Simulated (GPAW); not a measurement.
# Geometry or basis: what sets the conductance of a W chain with two Al atoms in line

Aim: the conductance of a W chain with two Al atoms in line after relaxation, and whether geometry, basis or functional moves it most.

Main program and level: GPAW 26.7.0; GPAW LCAO, PAW setups; relaxation of the junction within the symmetry of its start, lead ends held, in the first sound run; inputs show where later runs differ.

Most raw output is cut from this account.

### 1. The structure

The cell holds 18 atoms: 16 W and 2 Al. Its edges and angles: a = 9.000 Å, b = 9.000 Å, c = 40.665 Å, α = 90.0°, β = 90.0°, γ = 90.0°. Regions: left lead, 8 atoms (8 W); channel, 2 atoms (2 Al); right lead, 8 atoms (8 W). Vacuum lies along a and b. The structure is stacked along c, and the current runs across the ab planes.

### 2. Relaxation

Transmission follows bond lengths closely, so the atoms between the held lead ends are relaxed first, within whatever symmetry the start has.

Input file run.py:

```python
import json
from ase import Atoms
from ase.constraints import FixAtoms
from ase.optimize import BFGS
from gpaw import GPAW, FermiDirac

device = Atoms(
    ['W', 'W', 'W', 'W', 'W', 'W', 'W', 'W', 'Al', 'Al', 'W', 'W', 'W', 'W', 'W', 'W', 'W', 'W'],
    positions=[
        [4.50000, 4.50000, 1.12500],
        [4.50000, 4.50000, 3.37500],
        [4.50000, 4.50000, 5.62500],
        [4.50000, 4.50000, 7.87500],
        [4.50000, 4.50000, 10.12500],
        [4.50000, 4.50000, 12.37500],
        [4.50000, 4.50000, 14.62500],
        [4.50000, 4.50000, 16.87500],
        [4.50000, 4.50000, 19.13250],
        [4.50000, 4.50000, 21.53250],
        [4.50000, 4.50000, 23.79000],
        [4.50000, 4.50000, 26.04000],
        [4.50000, 4.50000, 28.29000],
        [4.50000, 4.50000, 30.54000],
        [4.50000, 4.50000, 32.79000],
        [4.50000, 4.50000, 35.04000],
        [4.50000, 4.50000, 37.29000],
        [4.50000, 4.50000, 39.54000]],
    cell=[[9.0, 0.0, 0.0], [0.0, 9.0, 0.0], [0.0, 0.0, 40.665]],
    pbc=True)

device.set_constraint(FixAtoms([0, 1, 2, 3, 4, 5, 6, 11, 12, 13, 14, 15, 16, 17]))
device.calc = GPAW(mode='lcao', basis='dzp', xc='PBE', h=0.18,
                   kpts={'size': (1, 1, 2), 'gamma': True},
                   symmetry={'tolerance': 1e-3, 'extra_ids': [1, 1, 1, 1, 1, 1, 1, 0, 0, 0, 0, 1, 1, 1, 1, 1, 1, 1]},
                   occupations=FermiDirac(0.1), maxiter=250,
                   mixer=dict(beta=0.1, nmaxold=8, weight=100.0),
                   convergence=dict(density=0.0001), txt='relax.txt')
path = []
opt = BFGS(device, maxstep=0.15)
opt.attach(lambda: path.append((device.get_potential_energy(), device.positions.tolist(), device.get_forces().tolist())))
relaxed = bool(opt.run(fmax=0.05, steps=50))
json.dump(dict(relaxed=relaxed, path=path, positions=device.positions.tolist(), moments=device.get_magnetic_moments().tolist(),
               forces=device.get_forces(apply_constraint=False).tolist()), open('result.json', 'w'))
```

Launch:

```bash
OMP_NUM_THREADS=1 OPENBLAS_NUM_THREADS=1 python run.py
```

Elapsed: 12 min, on 1 thread of Arm Neoverse V1, shared host; peak memory 2.1 GiB.

The steps of the relaxation:

```
step  energy less that of the first step (eV)  largest force (eV/Å)
   1                                   0.0000                3.9775
   2                                  -0.4231                1.9376
   3                                  -0.5369                0.4342
   4                                  -0.5439                0.3105
   5                                  -0.5485                0.0330
```

The atoms that moved most (Å):

```
atom     dx     dy      dz  length
 W11  0.000  0.000   0.118   0.118
  W8  0.000  0.000  -0.118   0.118
 Al9  0.000  0.000   0.029   0.029
Al10  0.000  0.000  -0.029   0.029
```

The relaxation lowered the energy of the cell by 0.549 eV (energies extrapolated to zero smearing; the optimiser's log prints free energies). The largest force left on a free atom is 0.033 eV/Å.

### 3. GPAW, dzp

The script solves lead and junction separately, takes H and S in the orbital basis, and joins semi-infinite leads through their self-energies; the dzp basis is the working standard.

This step: GPAW LCAO, PAW setups; Landauer transmission from Green's functions with principal layers (ASE), zero bias (GPAW 26.7.0).

Input file run.py:

```python
import json
import numpy as np
from ase import Atoms
from ase.transport.calculators import TransportCalculator
from gpaw import GPAW, FermiDirac
from gpaw.lcao.tools import get_lcao_hamiltonian
from scipy.linalg import eigh

# The junction with lead layers at both ends, along the third cell vector
device = Atoms(
    ['W', 'W', 'W', 'W', 'W', 'W', 'W', 'W', 'Al', 'Al', 'W', 'W', 'W', 'W', 'W', 'W', 'W', 'W'],
    positions=[
        [4.50000, 4.50000, 1.12500],
        [4.50000, 4.50000, 3.37500],
        [4.50000, 4.50000, 5.62500],
        [4.50000, 4.50000, 7.87500],
        [4.50000, 4.50000, 10.12500],
        [4.50000, 4.50000, 12.37500],
        [4.50000, 4.50000, 14.62500],
        [4.50000, 4.50000, 16.75731],
        [4.50000, 4.50000, 19.16188],
        [4.50000, 4.50000, 21.50312],
        [4.50000, 4.50000, 23.90769],
        [4.50000, 4.50000, 26.04000],
        [4.50000, 4.50000, 28.29000],
        [4.50000, 4.50000, 30.54000],
        [4.50000, 4.50000, 32.79000],
        [4.50000, 4.50000, 35.04000],
        [4.50000, 4.50000, 37.29000],
        [4.50000, 4.50000, 39.54000]],
    cell=[[9.0, 0.0, 0.0], [0.0, 9.0, 0.0], [0.0, 0.0, 40.665]],
    pbc=True)

# One principal layer of the lead: the first 5 atoms of the device
lead = Atoms(
    ['W', 'W', 'W', 'W', 'W'],
    positions=[
        [4.50000, 4.50000, 1.12500],
        [4.50000, 4.50000, 3.37500],
        [4.50000, 4.50000, 5.62500],
        [4.50000, 4.50000, 7.87500],
        [4.50000, 4.50000, 10.12500]],
    cell=[[9.0, 0.0, 0.0], [0.0, 9.0, 0.0], [0.0, 0.0, 11.25]],
    pbc=True)

settings = dict(mode='lcao', basis='dzp', xc='PBE', h=0.2,
                occupations=FermiDirac(0.1), maxiter=250,
                mixer=dict(beta=0.1, nmaxold=8, weight=100.0),
                convergence=dict(density=0.0001))
energies = np.arange(-2, 2 + 1e-9, 0.025)
eta = 0.0001
n1, n2 = 1, 1
# k and -k transmit alike, so half of the mesh across the current serves
mesh = [(i, j) for i in range(n1) for j in range(n2) if (i, j) <= (-i % n1, -j % n2)]
weights = np.array([1 if (i, j) == (-i % n1, -j % n2) else 2 for i, j in mesh]) / (n1 * n2)

# [... helper functions left out ...]
fermi_lead = ground_state(lead, (1, 1, 10), 'lead.txt')
fermi_device = ground_state(device, (1, 1, 2), 'device.txt')
# [... loop over the mesh left out, but for ...]
        # Shift the lead onto the potential of the device's first layer
        shift = ((H[:, 0, 0] - H0[:, 0, 0]) / S0[0, 0]).real.mean()
# [...]
kT = 8.617333e-5 * 300
bias = [0.1, 0.2, 0.5, 1.0, 1.5, 2.0]
# [... integrals and printing left out ...]
```

Elapsed: 4.7 min, on 1 thread; peak memory 1.6 GiB.

Numbers from this step:

```yaml
conductance: 2.337 G₀
largest_coupling_past_the_next_principal_layer: 7.88e-6 eV
largest_misfit_of_the_first_principal_layer: 0.06339 eV
shift_that_aligns_the_lead: -0.001115 eV
basis_functions_of_the_junction: 490
basis_functions_of_a_principal_layer: 145
transmission_at_the_fermi_level_one_spin: 2.366
```

One spin. Table of transmission, zone mean by energy, zero at the Fermi level:

energy (eV), transmission, zone mean and a bar from the least value:
```
   -2.000       0.98 #######
   -1.900       0.97 #######
   -1.800       0.94 ######
   -1.700       0.92 ######
   -1.600       0.89 ######
   -1.500       0.87 #####
   -1.400       0.86 #####
   -1.300       0.85 #####
   -1.200       0.83 #####
   -1.100       0.82 #####
   -1.000       0.81 ####
   -0.900       0.79 ####
   -0.800       0.79 ####
   -0.700       0.79 ####
   -0.600       0.80 ####
   -0.500       0.84 #####
   -0.400       0.93 ######
   -0.300       1.11 #########
   -0.200       1.43 #############
   -0.100       1.89 ####################
    0.000       2.37 ###########################
    0.100       2.60 ##############################
    0.125       2.60 ##############################
    0.200       2.52 #############################
    0.300       2.31 ##########################
    0.400       2.09 #######################
    0.500       1.92 ####################
    0.600       1.80 ###################
    0.700       1.74 ##################
    0.800       1.72 ##################
    0.900       1.75 ##################
    1.000       1.83 ###################
    1.100       1.94 #####################
    1.200       2.09 #######################
    1.300       2.26 #########################
    1.400       2.42 ###########################
    1.475       2.47 ############################
    1.500       2.45 ############################
    1.600       2.05 ######################
    1.700       0.61 ##
    1.800       0.49 
    1.900       0.50 
    2.000       0.52
```

Not self-consistent under bias; the bias window is split evenly. Table of current through one cell, from the zero-bias transmission by bias:

```
bias (V)  current through one cell, from the zero-bias transmission (μA)
   0.100                                                            18.0
   0.200                                                            35.6
   0.500                                                            83.0
   1.000                                                             144
   1.500                                                             195
   2.000                                                             244
```

Transmission of the three most open eigenchannels against energy, zero at the Fermi level:

```
energy (eV)  channel 1  channel 2  channel 3
     -2.000      0.982     7.7e-4     7.7e-4
     -1.800      0.941    0.00122    0.00122
     -1.600      0.891    0.00194    0.00194
     -1.400      0.852    0.00314    0.00314
     -1.200      0.822    0.00536    0.00536
     -1.000      0.787    0.00995    0.00995
     -0.800      0.744     0.0207     0.0207
     -0.600      0.701     0.0491     0.0491
     -0.400      0.667      0.134      0.134
     -0.200      0.642      0.391      0.391
      0.000      0.873      0.873      0.620
      0.200      0.963      0.963      0.595
      0.400      0.764      0.764      0.565
      0.600      0.635      0.635      0.534
      0.800      0.608      0.608      0.508
      1.000      0.669      0.669      0.490
      1.200      0.807      0.807      0.480
      1.400      0.971      0.971      0.475
      1.600      0.785      0.785      0.479
      1.800      0.491     1.1e-4     1.5e-5
      2.000      0.522     1.6e-4     8.5e-9
```

Couplings past the next layer reach 7.9e-6 eV, small enough to drop; the matrix elements of the cell's first layer differ from the bulk lead's by up to 0.063 eV. That layer keeps its own values in the calculation, and only beyond it is the lead taken as perfect. The Fermi levels of lead and junction count from different zeros of potential, one for each periodic cell; with both set to zero, the small remaining shift is what aligns them. Without spin-orbit coupling, which is large for these atoms, channel counts and T are those of the scalar-relativistic bands. By hand: G = 2.337 × 77.48 μS = 181 μS, a resistance of 5.52 kΩ; at 0.1 V a linear junction would pass 18.1 μA, and the integral over the bias window gives 18.0 μA.

### 4. GPAW, szp: basis = "szp(dzp)"

One radial function a shell plus polarisation makes the matrices smaller; the question is what that costs.

run.py: that of step 3 with these lines changed.

```diff
@@ -45,3 +45,3 @@
 
-settings = dict(mode='lcao', basis='dzp', xc='PBE', h=0.2,
+settings = dict(mode='lcao', basis='szp(dzp)', xc='PBE', h=0.2,
                 occupations=FermiDirac(0.1), maxiter=250,
```

Run time: 2.2 min. Hardware: 1 thread; peak memory 1.5 GiB.

Numbers from this step:

```
conductance                                 : 2.327 G₀
largest misfit of the first principal layer : 0.06733 eV
shift that aligns the lead                  : -0.006175 eV
basis functions of the junction             : 274
basis functions of a principal layer        : 80
transmission at the Fermi level (one spin)  : 2.356
```

One spin. The transmission, zone mean by energy, zero at the Fermi level:

```
energy (eV)  transmission, zone mean
     -2.000                    0.992
     -1.900                    0.979
     -1.800                    0.960
     -1.700                    0.938
     -1.600                    0.916
     -1.500                    0.896
     -1.400                    0.880
     -1.300                    0.866
     -1.200                    0.853
     -1.100                    0.840
     -1.000                    0.826
     -0.900                    0.813
     -0.800                    0.802
     -0.700                    0.798
     -0.600                    0.809
     -0.500                    0.845
     -0.400                    0.927
     -0.300                     1.09
     -0.200                     1.39
     -0.100                     1.85
      0.000                     2.36
      0.100                     2.61
      0.125                     2.62
      0.200                     2.54
      0.300                     2.31
      0.400                     2.10
      0.500                     1.93
      0.600                     1.82
      0.700                     1.76
      0.800                     1.75
      0.900                     1.78
      1.000                     1.85
      1.100                     1.96
      1.200                     2.11
      1.300                     2.26
      1.400                     2.40
      1.500                     2.47
      1.600                     2.36
      1.700                     1.72
      1.800                    0.496
      1.900                    0.509
      2.000                    0.527
```

Not self-consistent under bias; the bias window is split evenly. Table of current through one cell, from the zero-bias transmission by bias:

```
bias (V)  current through one cell, from the zero-bias transmission (μA)
   0.100                                                            17.9
   0.200                                                            35.5
   0.500                                                            82.6
   1.000                                                             144
   1.500                                                             195
   2.000                                                             245
```

Table of transmission of the three most open eigenchannels by energy, zero at the Fermi level:

```
energy (eV)  channel 1  channel 2  channel 3
     -2.000      0.991     6.8e-4     6.8e-4
     -1.900      0.977     8.3e-4     8.3e-4
     -1.800      0.958    0.00102    0.00102
     -1.700      0.936    0.00126    0.00126
     -1.600      0.913    0.00157    0.00157
     -1.500      0.892    0.00197    0.00197
     -1.400      0.875    0.00251    0.00251
     -1.300      0.859    0.00325    0.00325
     -1.200      0.844    0.00430    0.00430
     -1.100      0.828    0.00583    0.00583
     -1.000      0.810    0.00812    0.00812
     -0.900      0.789     0.0117     0.0117
     -0.800      0.767     0.0173     0.0173
     -0.700      0.745     0.0265     0.0265
     -0.600      0.725     0.0422     0.0422
     -0.500      0.706     0.0695     0.0695
     -0.400      0.690      0.118      0.118
     -0.300      0.676      0.207      0.207
     -0.200      0.664      0.361      0.361
     -0.100      0.652      0.599      0.599
      0.000      0.858      0.858      0.640
      0.100      0.993      0.993      0.627
      0.200      0.963      0.963      0.612
      0.300      0.860      0.860      0.596
      0.400      0.758      0.758      0.579
      0.500      0.683      0.683      0.562
      0.600      0.635      0.635      0.545
      0.700      0.613      0.613      0.530
      0.800      0.614      0.614      0.517
      0.900      0.636      0.636      0.507
      1.000      0.677      0.677      0.498
      1.100      0.736      0.736      0.491
      1.200      0.810      0.810      0.487
      1.300      0.889      0.889      0.483
      1.400      0.961      0.961      0.482
      1.500      0.997      0.997      0.482
      1.600      0.938      0.938      0.483
      1.700      0.614      0.614      0.488
      1.800      0.496     1.7e-5     1.7e-5
      1.900      0.509     1.5e-6    3.2e-10
      2.000      0.527     3.5e-6    3.2e-10
```

The conductance, 2.33 G₀, lies 0.4 % below that of the dzp run.

### 5. Minimal basis

One function for each valence shell of the setup, as for a first survey of a large system.

run.py: that of step 4 with these lines changed.

```diff
@@ -45,3 +45,3 @@
 
-settings = dict(mode='lcao', basis='szp(dzp)', xc='PBE', h=0.2,
+settings = dict(mode='lcao', basis='sz(dzp)', xc='PBE', h=0.2,
                 occupations=FermiDirac(0.1), maxiter=250,
```

The job ended after 1.8 min (1 thread; peak memory 1.4 GiB).

Numbers from this step:

- conductance: 2.374 G₀
- thermopower: -9.113 μV/K
- largest misfit of the first principal layer: 0.07500 eV
- shift that aligns the lead: -0.008989 eV
- basis functions of the junction: 216
- basis functions of a principal layer: 65
- transmission at the Fermi level (one spin): 2.401

The conductance, 2.37 G₀, lies 1.6 % above that of the dzp run.

### 6. RPBE in the dzp basis: xc = "RPBE"

Back in the dzp basis, the functional changes from PBE to RPBE, to set the spread between functionals beside that between bases.

run.py: that of step 5 with these lines changed.

```diff
@@ -45,3 +45,3 @@
 
-settings = dict(mode='lcao', basis='sz(dzp)', xc='PBE', h=0.2,
+settings = dict(mode='lcao', basis='dzp', xc='RPBE', h=0.2,
                 occupations=FermiDirac(0.1), maxiter=250,
```

Wall time 4.5 min (1 thread); peak memory 1.6 GiB.

This step gave:

```yaml
conductance: 2.337 G₀
largest_coupling_past_the_next_principal_layer: 7.82e-6 eV
largest_misfit_of_the_first_principal_layer: 0.06248 eV
shift_that_aligns_the_lead: 2.34e-4 eV
basis_functions_of_the_junction: 490
basis_functions_of_a_principal_layer: 145
transmission_at_the_fermi_level_one_spin: 2.367
```

One spin. Table of transmission, zone mean by energy, zero at the Fermi level:

```
energy (eV)  transmission, zone mean
     -2.000                    0.981
     -1.800                    0.940
     -1.600                    0.890
     -1.400                    0.853
     -1.200                    0.827
     -1.000                    0.802
     -0.800                    0.780
     -0.600                    0.793
     -0.400                    0.928
     -0.200                     1.42
      0.000                     2.37
      0.125                     2.59
      0.200                     2.51
      0.400                     2.07
      0.600                     1.78
      0.800                     1.71
      1.000                     1.82
      1.200                     2.08
      1.400                     2.41
      1.475                     2.46
      1.600                     1.96
      1.800                    0.477
      2.000                    0.503
```

The conductance equals that of the dzp run to 0.2 %.

### 7. The structure as built: geometry = "as built"

The dzp basis with PBE on the structure as first built shows what the relaxation was worth.

run.py: that of step 6 with these lines changed.

```diff
@@ -19,6 +19,6 @@
         [4.50000, 4.50000, 14.62500],
-        [4.50000, 4.50000, 16.75731],
-        [4.50000, 4.50000, 19.16188],
-        [4.50000, 4.50000, 21.50312],
-        [4.50000, 4.50000, 23.90769],
+        [4.50000, 4.50000, 16.87500],
+        [4.50000, 4.50000, 19.13250],
+        [4.50000, 4.50000, 21.53250],
+        [4.50000, 4.50000, 23.79000],
         [4.50000, 4.50000, 26.04000],
@@ -45,3 +45,3 @@
 
-settings = dict(mode='lcao', basis='dzp', xc='RPBE', h=0.2,
+settings = dict(mode='lcao', basis='dzp', xc='PBE', h=0.2,
                 occupations=FermiDirac(0.1), maxiter=250,
```

Wall time 4.4 min (1 thread); peak memory 1.6 GiB.

This step gave:

```
conductance                                    : 2.034 G₀
largest coupling past the next principal layer : 7.88e-6 eV
largest misfit of the first principal layer    : 0.04061 eV
shift that aligns the lead                     : 0.004375 eV
transmission at the Fermi level (one spin)     : 2.037
```

One spin. The transmission, zone mean by energy, zero at the Fermi level:

```
energy (eV)  transmission, zone mean
     -2.000                    0.973
     -1.800                    0.947
     -1.600                    0.925
     -1.400                    0.912
     -1.200                    0.905
     -1.000                    0.903
     -0.800                    0.922
     -0.600                    0.993
     -0.400                     1.18
     -0.200                     1.53
      0.000                     2.04
      0.200                     2.46
      0.400                     2.62
      0.450                     2.63
      0.600                     2.60
      0.800                     2.52
      1.000                     2.46
      1.200                     2.47
      1.400                     2.53
      1.600                     2.20
      1.800                    0.529
      2.000                    0.535
```

The conductance, 2.03 G₀, lies 13 % below that of the dzp run.

(Part 1 of 2 ends here.)

[Logs are printed without paths, hosts, clocks, repeated set-up lines and the standing remarks that a program may print on its own settings, such as how far it seeks lower states.]

[Hosts, paths, dates, database ids (printed as entryN), source tags and the programs' standing remarks are cut or masked in the printed files.]
